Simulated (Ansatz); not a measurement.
# Ba on Cu(110): change of the work function, part 3 of 3

How does Ba on the hollow site change the work function of Cu(110) as the layer fills?

Ansatz 0.2.0; plane-wave DFT, PBE, Ansatz PAW.

So far, work function, upper face (eV): step 2 (the clean slab) 4.43; step 3 (37 atoms, coverage 0.111 ML, cell 3x3) 2.45.

## (4) Adsorbate added, k-mesh 6×6×1, coverage 0.25 ML

System of this step: Ba/Cu(110). The cell holds 17 atoms: 16 Cu and 1 Ba. Cell: a = 7.220 Å, b = 5.105 Å, c = 24.603 Å, α = 90.0°, β = 90.0°, γ = 90.0°. Vacuum lies along c.

Another coverage, to see how the dipoles act on each other as their distance changes.

Contents of input.yaml:

```yaml
crystal:
  lattice:
    - [7.22, 0.0, 0.0]
    - [0.0, 5.1053109602, 0.0]
    - [0.0, 0.0, 24.6034484088]
  atoms:
    - { symbol: Cu, position: [0.25, 0.25, 0.3658023806] }
    - { symbol: Cu, position: [0.0, 0.0, 0.4176783502] }
    - { symbol: Cu, position: [0.25, 0.25, 0.4726449495] }
    - { symbol: Cu, position: [0.0, 0.0, 0.5200507094] }
    - { symbol: Cu, position: [0.25, 0.75, 0.3658023806] }
    - { symbol: Cu, position: [0.0, 0.5, 0.4176783502] }
    - { symbol: Cu, position: [0.25, 0.75, 0.4726449495] }
    - { symbol: Cu, position: [0.0, 0.5, 0.5200507094] }
    - { symbol: Cu, position: [0.75, 0.25, 0.3658023806] }
    - { symbol: Cu, position: [0.5, 0.0, 0.4176783502] }
    - { symbol: Cu, position: [0.75, 0.25, 0.4726449495] }
    - { symbol: Cu, position: [0.5, 0.0, 0.5200507094] }
    - { symbol: Cu, position: [0.75, 0.75, 0.3658023806] }
    - { symbol: Cu, position: [0.5, 0.5, 0.4176783502] }
    - { symbol: Cu, position: [0.75, 0.75, 0.4726449495] }
    - { symbol: Cu, position: [0.5, 0.5, 0.5200507094] }
    - { symbol: Ba, position: [0.25, 0.25, 0.6341976194] }
kpoints:
  mp_grid: { grid: [6, 6, 1] }
hamiltonian:
  xc: pbe
scf:
  occupations: { method: fermi_dirac, width: 0.1 }
  convergence: { dr2_threshold: 1.0e-08 }
efield:
  axis: 3
  dipole_correction: true
  ramp_position: 0.97
  ramp_width: 0.06
relax:
  f_tol: 0.02
  max_steps: 60
  constraints: [{ sites: [0, 1, 4, 5, 8, 9, 12, 13] }]
output:
  dos: { projected: true, e_range: [-8, 4] }
  write_potential: true
  write_density: true
  volumetric_format: npy
  elf: true
```

Run with:

```bash
$ ansatz run input.yaml --threads 4 --pin off --max-ram 16384MiB --backend cpu --events-out ev --progress --plain --runs-dir out
```

Numbers of over 12 decimals in the logs are rounded to 6 here.

What it wrote:

```text
[...]
Crystal: 17 atoms, lattice volume = 906.892 Å³
Basis set: ecut = 420 eV, 17739 PW (Γ), exchange–correlation on 100×72×360 points (8 copies of the dense FFT grid, shifted against one another)
Bands: 189, of which v1, the nominal top of the filled ones, is band 157 counted from 1 (156 counted from 0)
Symmetry: 4 space group operations
[...]
k-points: 16 of 36
[...]
SCF iter   1: F=—  HF=-111946.028353 eV  |F-HF|=—  |Δ(HF+E_count)|=         —  Δρ=6.06e-3  dr2=7.88e0  ethr=1.77e-3  p=0.635 e·Å  D=1.27e-1 V/Å  ΔV_dip=-3.12 eV  dr2_dipole=3.91e0  V_vac-E_F(+/−)=1.45/4.56 eV  ⟨swp⟩=12.1  Hψ=15898  notcnv=0  defer=93
[...]
SCF iter  16: F=-111945.713210 eV  HF=-111945.713210 eV  |F-HF|=5.01e-8  |Δ(HF+E_count)|=   1.29e-7  Δρ=1.00e-6  dr2=8.48e-9  ethr=3.18e-12  p=0.434 e·Å  D=8.65e-2 V/Å  ΔV_dip=-2.13 eV  dr2_dipole=3.20e-10  V_vac-E_F(+/−)=2.31/4.44 eV  ⟨swp⟩=16.8  Hψ=25278  notcnv=0
SCF 1 converged in 16 iterations: F = -111945.713210 eV  dr2 = 8.48e-9
[...]
relax step   1: F+E_penalty+E_count = -111945.71321046 eV  Δ(F+E_penalty+E_count) = +0.000e0 eV  max|allowed force component| = 1.130e0 eV/Å  Δτ_max = 0.0000 Å  (16 SCF iters, accepted)
[...]
SCF iter  14: F=-111945.930205 eV  HF=-111945.930205 eV  |F-HF|=2.82e-8  |Δ(HF+E_count)|=   2.43e-8  Δρ=8.46e-7  dr2=7.56e-9  ethr=3.18e-12  p=0.458 e·Å  D=9.14e-2 V/Å  ΔV_dip=-2.25 eV  dr2_dipole=1.28e-10  V_vac-E_F(+/−)=2.18/4.43 eV  ⟨swp⟩=13.2  Hψ=25391  notcnv=0
SCF 2 converged in 14 iterations: F = -111945.930205 eV  dr2 = 7.56e-9
relax step   2: F+E_penalty+E_count = -111945.93020531 eV  Δ(F+E_penalty+E_count) = -2.170e-1 eV  max|allowed force component| = 1.007e0 eV/Å  Δτ_max = 0.1944 Å  (14 SCF iters, accepted)
SCF iter   1: F=—  HF=-111946.133904 eV  |F-HF|=—  |Δ(HF+E_count)|=         —  Δρ=1.92e-3  dr2=1.03e-1  ethr=3.09e-4  p=0.458 e·Å  D=9.14e-2 V/Å  ΔV_dip=-2.25 eV  dr2_dipole=5.33e-3  V_vac-E_F(+/−)=2.19/4.44 eV  ⟨swp⟩=6.5  Hψ=8138  notcnv=0  defer=153
[...]
SCF iter  14: F=-111946.116658 eV  HF=-111946.116658 eV  |F-HF|=1.01e-8  |Δ(HF+E_count)|=  9.60e-10  Δρ=6.34e-7  dr2=3.86e-9  ethr=3.18e-12  p=0.493 e·Å  D=9.84e-2 V/Å  ΔV_dip=-2.42 eV  dr2_dipole=8.65e-12  V_vac-E_F(+/−)=2.00/4.42 eV  ⟨swp⟩=13.9  Hψ=22952  notcnv=0
SCF 3 converged in 14 iterations: F = -111946.116658 eV  dr2 = 3.86e-9
relax step   3: F+E_penalty+E_count = -111946.11665779 eV  Δ(F+E_penalty+E_count) = -1.865e-1 eV  max|allowed force component| = 6.984e-1 eV/Å  Δτ_max = 0.1950 Å  (14 SCF iters, accepted)
[...]
relax step   4: F+E_penalty+E_count = -111946.21924867 eV  Δ(F+E_penalty+E_count) = -1.026e-1 eV  max|allowed force component| = 2.162e-1 eV/Å  Δτ_max = 0.1950 Å  (13 SCF iters, accepted)
[...]
relax step   5: F+E_penalty+E_count = -111946.25327620 eV  Δ(F+E_penalty+E_count) = -3.403e-2 eV  max|allowed force component| = 1.462e-1 eV/Å  Δτ_max = 0.1800 Å  (14 SCF iters, accepted)
[...]
relax step   6: F+E_penalty+E_count = -111946.26128544 eV  Δ(F+E_penalty+E_count) = -8.009e-3 eV  max|allowed force component| = 2.475e-2 eV/Å  Δτ_max = 0.0574 Å  (11 SCF iters, accepted)
SCF iter   1: F=—  HF=-111946.261922 eV  |F-HF|=—  |Δ(HF+E_count)|=         —  Δρ=2.71e-4  dr2=3.22e-4  ethr=1.04e-6  p=0.536 e·Å  D=1.07e-1 V/Å  ΔV_dip=-2.63 eV  dr2_dipole=1.37e-5  V_vac-E_F(+/−)=1.78/4.41 eV  ⟨swp⟩=2.9  Hψ=6293  notcnv=0  defer=132
[...]
SCF iter   9: F=-111946.261475 eV  HF=-111946.261475 eV  |F-HF|=4.00e-9  |Δ(HF+E_count)|=  1.75e-10  Δρ=3.19e-7  dr2=1.96e-9  ethr=3.18e-12  p=0.536 e·Å  D=1.07e-1 V/Å  ΔV_dip=-2.63 eV  dr2_dipole=6.13e-10  V_vac-E_F(+/−)=1.78/4.41 eV  ⟨swp⟩=8.2  Hψ=19588  notcnv=0
SCF 7 converged in 9 iterations: F = -111946.261475 eV  dr2 = 1.96e-9
relax step   7: F+E_penalty+E_count = -111946.26147517 eV  Δ(F+E_penalty+E_count) = -1.897e-4 eV  max|allowed force component| = 4.537e-3 eV/Å  Δτ_max = 0.0083 Å  (9 SCF iters, accepted)
[...]
SCF converged after 9 iterations
Free energy (F): -111946.261475 eV
[...]
Internal energy: -111946.002493 eV  (E = F + TS)
E sigma→0 (E₀):  -111946.131984 eV
Entropy (-TS):   -0.258982 eV (-15.234 meV/atom)
Fermi energy:    1.678167 eV
Dipole field:    D = 0.106878 V/Å  (p = 0.535651 e·Å, saw-weighted, corrected)
Work function:   Φ+ = 1.7807 eV   Φ− = 4.4102 eV
[...]
--- Forces (eV/Å), atoms counted from 1 ---
  atom   1  Cu     0.00000000     0.00000000     0.44635103
  atom   2  Cu     0.22980944    -0.01190478    -0.40696640
  atom   3  Cu     0.00000000     0.00000000     0.00453701
  atom   4  Cu     0.00087481     0.00109742    -0.00081278
  atom   5  Cu     0.00000000     0.00000000     0.57027924
  atom   6  Cu     0.22980944     0.01190478    -0.40696640
  atom   7  Cu     0.00000000     0.00000000     0.00123184
  atom   8  Cu     0.00087481    -0.00109742    -0.00081278
  atom   9  Cu     0.00000000     0.00000000     0.32056729
  atom  10  Cu    -0.22980944    -0.01190478    -0.40696640
  atom  11  Cu     0.00000000     0.00000000     0.00101261
  atom  12  Cu    -0.00087481     0.00109742    -0.00081278
  atom  13  Cu     0.00000000     0.00000000     0.28687390
  atom  14  Cu    -0.22980944     0.01190478    -0.40696640
  atom  15  Cu     0.00000000     0.00000000     0.00126826
  atom  16  Cu    -0.00087481    -0.00109742    -0.00081278
  atom  17  Ba     0.00000000     0.00000000    -0.00103921
  max |Σ_I F_I| component: 3.47e-5 eV/Å
--- Band table (eV; the first three rows and the last of 16) ---
  k-point 0: bands = [... 153 lower, 0.6171, 0.6916, 1.6425, 1.7064, 1.9718, 2.0560, 2.1250, 2.3048, ... 28 higher]
  k-point 1: bands = [... 153 lower, 0.7161, 0.9037, 1.0340, 1.1885, 1.6160, 1.6754, 2.1015, 2.5180, ... 28 higher]
  k-point 2: bands = [... 153 lower, 0.3514, 0.9746, 1.0418, 1.1558, 1.4907, 1.5197, 2.3178, 2.5398, ... 28 higher]
  k-point 15: bands = [... 153 lower, 0.5125, 0.5294, 0.5790, 2.0182, 2.4918, 2.5514, 2.5675, 2.7650, ... 28 higher]
--- Relaxed structure (7 steps of the walk, 7 accepted, 0 SCFs on fresh bases) ---
  F+E_penalty+E_count = -111946.26147517 eV   max|allowed force component| = 4.537e-3 eV/Å
  atoms:
    - { symbol: Cu, position: [0.25, 0.25, 0.3658023806] }
    - { symbol: Cu, position: [0.0, 0.0, 0.417678] }
    - { symbol: Cu, position: [0.25, 0.25, 0.474034] }
    - { symbol: Cu, position: [-0.016425, -0.00209634, 0.520861] }
    - { symbol: Cu, position: [0.25, 0.750000, 0.3658023806] }
    - { symbol: Cu, position: [0.0, 0.5, 0.417678] }
    - { symbol: Cu, position: [0.25, 0.750000, 0.478852] }
    - { symbol: Cu, position: [-0.016425, 0.502096, 0.520861] }
    - { symbol: Cu, position: [0.750000, 0.25, 0.3658023806] }
    - { symbol: Cu, position: [0.5, 0.0, 0.417678] }
    - { symbol: Cu, position: [0.750000, 0.25, 0.469763] }
    - { symbol: Cu, position: [0.516425, -0.00209634, 0.520861] }
    - { symbol: Cu, position: [0.750000, 0.750000, 0.3658023806] }
    - { symbol: Cu, position: [0.5, 0.5, 0.417678] }
    - { symbol: Cu, position: [0.750000, 0.750000, 0.468410] }
    - { symbol: Cu, position: [0.516425, 0.502096, 0.520861] }
    - { symbol: Ba, position: [0.25, 0.25, 0.604832] }
```

Run time: 9.1 min. Hardware: 4 threads of Intel Xeon Platinum 8488C (Sapphire Rapids), shared host; peak memory 4.9 GiB; 35 min of CPU time.

Relaxation path:

```tsv
step	energy less that of the first step (eV)	largest force component (eV/Å)
1	0.0000	1.1297
2	-0.2170	1.0075
3	-0.4034	0.6984
4	-0.5060	0.2162
5	-0.5401	0.1462
6	-0.5481	0.0248
7	-0.5483	0.0045
```

The run keeps the 4 symmetry operations that it works with, so distortions that break them were not tested.

The atoms that moved most (Å):

```tsv
atom	dx	dy	dz	length
Ba17	0.000	0.000	-0.722	0.722
Cu7	0.000	0.000	0.153	0.153
Cu12	0.119	-0.011	0.020	0.121
Cu4	-0.119	-0.011	0.020	0.121
Cu16	0.119	0.011	0.020	0.121
Cu8	-0.119	0.011	0.020	0.121
Cu15	0.000	0.000	-0.104	0.104
Cu11	0.000	0.000	-0.071	0.071
```

Final coordinates:

```xyz
17
Lattice="7.2200 0.0000 0.0000 0.0000 5.1053 0.0000 0.0000 0.0000 24.6034" Properties=species:S:1:pos:R:3
Cu    1.8050    1.2763    9.0000
Cu    0.0000    0.0000   10.2763
Cu    1.8050    1.2763   11.6629
Cu   -0.1186   -0.0107   12.8150
Cu    1.8050    3.8290    9.0000
Cu    0.0000    2.5527   10.2763
Cu    1.8050    3.8290   11.7814
Cu   -0.1186    2.5634   12.8150
Cu    5.4150    1.2763    9.0000
Cu    3.6100    0.0000   10.2763
Cu    5.4150    1.2763   11.5578
Cu    3.7286   -0.0107   12.8150
Cu    5.4150    3.8290    9.0000
Cu    3.6100    2.5527   10.2763
Cu    5.4150    3.8290   11.5245
Cu    3.7286    2.5634   12.8150
Ba    1.8050    1.2763   14.8810
```

Numbers from this step:

```
energy at zero smearing        : -111946.1320 eV
work function, upper face      : 1.781 eV
work function, lower face      : 4.410 eV
dipole along the normal        : 0.5357 e·Å
step between the vacuum levels : -2.630 eV
```

Running mean over 1.276 Å of the planar mean; the ramp of the sawtooth is left out. Electron's electrostatic potential energy less the Fermi level against z:

```tsv
z (Å)	electron's electrostatic potential energy less the Fermi level (eV)
3.5	4.41
4.0	4.41
4.5	4.41
5.0	4.41
5.5	4.40
6.0	4.39
6.5	4.34
7.0	4.17
7.5	3.55
8.0	0.976
8.5	-3.80
9.0	-7.48
9.5	-8.46
10.0	-8.62
10.5	-8.36
11.0	-8.13
11.5	-8.60
12.0	-9.49
12.5	-9.33
13.0	-7.18
13.5	-3.19
14.0	-0.661
14.5	-1.17
15.0	-1.82
15.5	-1.11
16.0	0.195
16.5	1.12
17.0	1.48
17.5	1.63
18.0	1.71
18.5	1.74
19.0	1.76
19.5	1.77
20.0	1.78
20.5	1.78
21.0	1.78
21.5	1.78
```

The density of states has structure finer than the step of the table below, so its rows give means over 0.25 eV, whole bins alone (the curve runs from -8 to 1.98 eV). Peaks (eV: height): -3.100: 77.6, -2.890: 95.8, -2.710: 84.1, -2.350: 75.7, -2.140: 87.2, -1.710: 104, -1.620: 92.5.

Density of states against energy, zero at the Fermi level; means over each step:

```tsv
energy (eV)	density of states (states/eV a cell)
-7.75	1.79
-7.50	1.27
-7.25	1.53
-7.00	1.73
-6.75	1.99
-6.50	2.24
-6.25	1.27
-6.00	1.56
-5.75	3.63
-5.50	4.90
-5.25	4.48
-5.00	7.24
-4.75	9.34
-4.50	14.3
-4.25	19.9
-4.00	30.3
-3.75	31.4
-3.50	38.9
-3.25	44.3
-3.00	57.8
-2.75	61.1
-2.50	52.8
-2.25	68.5
-2.00	65.7
-1.75	84.1
-1.50	57.0
-1.25	8.45
-1.00	7.90
-0.75	6.08
-0.50	6.15
-0.25	4.64
0.00	9.89
0.25	6.43
0.50	9.35
0.75	8.66
1.00	6.60
1.25	9.47
1.50	9.68
1.75	10.5
```

Projected DOS per atom over height of the atomic layer and energy from the Fermi level. Layers: Cu4 Cu4 Cu4 Cu4 Ba from below.

Ten even steps from '0' (0.01 states/eV) to '9' (6.32 states/eV), each cell a mean:
```
00000
00000
00000
00001
00000
00000
00000
63210
95670
65560
55570
35440
14430
02310
01110
00000
00000
00000
00000
00000
00000
00000
```
Columns: height of the atomic layer (Å) from 9 to 14.9 (not evenly spaced); rows upwards: energy from the Fermi level (eV) from -7.96 to 1.95.

ELF in the ca plane at fractional y = 0.250, with atoms of Cu and Ba within 0.2 Å of it. It is the smooth field of the valence electrons, not physical close to the nuclei.

Values, 10 rows by 16 columns, each cell a mean:
```
0.01 0.05 0.14 0.22 0.25 0.22 0.25 0.28 0.27 0.07 0.03 0.03 0.02 0.01 0.00 0.00
0.02 0.08 0.15 0.27 0.23 0.24 0.23 0.26 0.19 0.09 0.02 0.01 0.00 0.00 0.00 0.00
0.02 0.09 0.21 0.56 0.19 0.47 0.32 0.21 0.13 0.06 0.02 0.00 0.00 0.00 0.00 0.00
0.01 0.08 0.14 0.20 0.25 0.20 0.22 0.28 0.23 0.09 0.03 0.01 0.01 0.00 0.00 0.00
0.01 0.05 0.14 0.24 0.24 0.23 0.25 0.29 0.25 0.06 0.03 0.04 0.04 0.01 0.00 0.00
0.01 0.05 0.14 0.23 0.25 0.22 0.25 0.31 0.26 0.43 0.17 0.07 0.08 0.03 0.01 0.00
0.01 0.08 0.16 0.26 0.23 0.22 0.23 0.23 0.65 0.73 0.50 0.07 0.11 0.06 0.01 0.00
0.02 0.09 0.21 0.56 0.19 0.40 0.39 0.20 0.61 0.37 0.58 0.08 0.12 0.07 0.01 0.00
0.01 0.08 0.14 0.21 0.25 0.20 0.21 0.25 0.58 0.80 0.42 0.07 0.11 0.05 0.01 0.00
0.01 0.05 0.14 0.25 0.24 0.23 0.25 0.30 0.21 0.25 0.10 0.06 0.07 0.03 0.00 0.00
```
Columns run along c (16.0 Å, from fractional 0.24 to 0.89 of the cell), rows up along a (7.2 Å). Atoms in or near the plane, at fractional coordinates: Cu at (0.37, 0.25), Cu at (0.47, 0.25), Cu at (0.37, 0.75), Cu at (0.47, 0.75), Ba at (0.60, 0.25).

Valence density in the ca plane at fractional y = 0.250, with atoms of Cu and Ba within 0.2 Å of it. It is the smooth field of the valence electrons, not physical close to the nuclei.

Values in e/Å³, 10 rows by 16 columns, each cell a mean:
```
 0  0  0  0  0  0  0  0  0  0  0  0  0  0  0  0
 0  0  1  5  0  4  2  0  0  0  0  0  0  0  0  0
 0  0  3 23  1 18  8  0  0  0  0  0  0  0  0  0
 0  0  0  1  0  1  1  0  0  0  0  0  0  0  0  0
 0  0  0  0  0  0  0  0  0  0  0  0  0  0  0  0
 0  0  0  0  0  0  0  0  0  0  0  0  0  0  0  0
 0  0  1  4  0  3  2  0  1  1  0  0  0  0  0  0
 0  0  3 23  0 14 12  0  1  1  0  0  0  0  0  0
 0  0  0  2  0  1  1  0  1  1  0  0  0  0  0  0
 0  0  0  0  0  0  0  0  0  0  0  0  0  0  0  0
```
Columns run along c (16.0 Å, from fractional 0.24 to 0.89 of the cell), rows up along a (7.2 Å). Atoms in or near the plane, at fractional coordinates: Cu at (0.37, 0.25), Cu at (0.47, 0.25), Cu at (0.37, 0.75), Cu at (0.47, 0.75), Ba at (0.60, 0.25).

Electrostatic potential energy in the ca plane at fractional y = 0.250, with atoms of Cu and Ba within 0.2 Å of it. With pseudopotentials it is smooth inside the atoms' cores, unlike the true potential.

Ten even steps from '0' (-45 eV) to '9' (6 eV), each cell a mean:
```
99999999999999999999999999999999999999999999
99999999999999999999999999999999999999999999
99999997547899754689999999999999999999999999
99999983002798300279999999999999999999999999
99999971000697200069999999999999999999999999
99999983002798300279999999999999999999999999
99999997557899755789999999999999999999999999
99999999989999998999999999999999999999999999
99999999999999999999999999999999999999999999
99999999999999999999999999999999999999999999
99999999999999999999999887889999999999999999
99999998778999987899998644578999999999999999
99999985214899731379986311247899999999999999
99999972001698400058985100036899999999999999
99999972001698400048985100036899999999999999
99999985214899731379986311247899999999999999
99999998778999987899998644578999999999999999
99999999999999999999999887889999999999999999
99999999999999999999999999999999999999999999
```
Columns run along c (16.0 Å, from fractional 0.24 to 0.89 of the cell; values clipped at the 3rd and 97th percentile), rows up along a (7.2 Å). Atoms in or near the plane, at fractional coordinates: Cu at (0.37, 0.25), Cu at (0.47, 0.25), Cu at (0.37, 0.75), Cu at (0.47, 0.75), Ba at (0.60, 0.25).

The relaxation took 7 steps and lowered the energy by 0.55 eV; the largest force on the free atoms ends at 0.0045 eV/Å.

By hand: a sheet of dipoles makes a step −p/(ε₀A) in the electron's potential. With e/ε₀ = 180.95 V·Å, p = 0.5357 e·Å and A = 36.86 Å², that is −180.95 × (0.5357) / 36.86 = -2.630 eV, and the two vacuum levels of the run differ by -2.630 eV.

The covered face has 1.78 eV, -2.65 eV against the clean one; the bare back face has moved by -0.02 eV, a measure of how thin the slab is.

## (5) Work function against coverage

This step: plane-wave DFT, PBE, Ansatz PAW; work function against coverage (Ansatz 0.2.0).

The runs are now put side by side.

This step gave:

```yaml
work_function_of_the_clean_face: 4.434 eV
largest_change_of_the_work_function: -2.653 eV
```

Work function of the covered face against coverage:

```tsv
coverage (adsorbates/nm²)	work function of the covered face (eV)
0.00	4.43
1.21	2.45
2.71	1.78
```

The dipole per adsorbate comes from the change of the cell's dipole. Coverage, by row:

```tsv
coverage (1/nm²)	coverage (ML)	work function (eV)	change (eV)	dipole per adsorbate, positive end outwards (debye)	mean height of the added atoms over the highest substrate atom (Å)
1.206	0.1111	2.454	-1.98	4.421	2.079
2.713	0.25	1.781	-2.653	2.58	2.066
```

## (6) Summary of results

```json
{"work function of the clean face": "4.43 eV", "work function at 0.11 ML": "2.45 eV", "work function at 0.25 ML": "1.78 eV", "dipole per adsorbate at 0.11 ML, positive end outwards": "4.42 D"}
```

**Reading.** Ba lowers the work function of Cu(110) at the lowest coverage, by 1.98 eV: the adsorbate layer has its positive end outwards. The slab has 4 layers, at the tabulated experimental lattice constant, one starting site was run, and quantum-size effects of a slab this thin can reach one or two tenths of an eV.

[Logs are printed without paths, hosts, clocks, repeated set-up lines and the standing remarks that a program may print on its own settings, such as how far it seeks lower states.]

[Hosts, paths, dates, database ids (printed as entryN), source tags and the programs' standing remarks are cut or masked in the printed files.]

[Maps of the electrostatic potential energy from Ansatz leave out the sawtooth potential of an applied field or a dipole correction, so their vacuum need not be flat; planar profiles and work functions include it.]

[The density of states shown here was stored with 400 of the rows of the run's finer table, so its peaks can read low, often by over a quarter, or be missed, and its means over a window can be off by a tenth or more.]
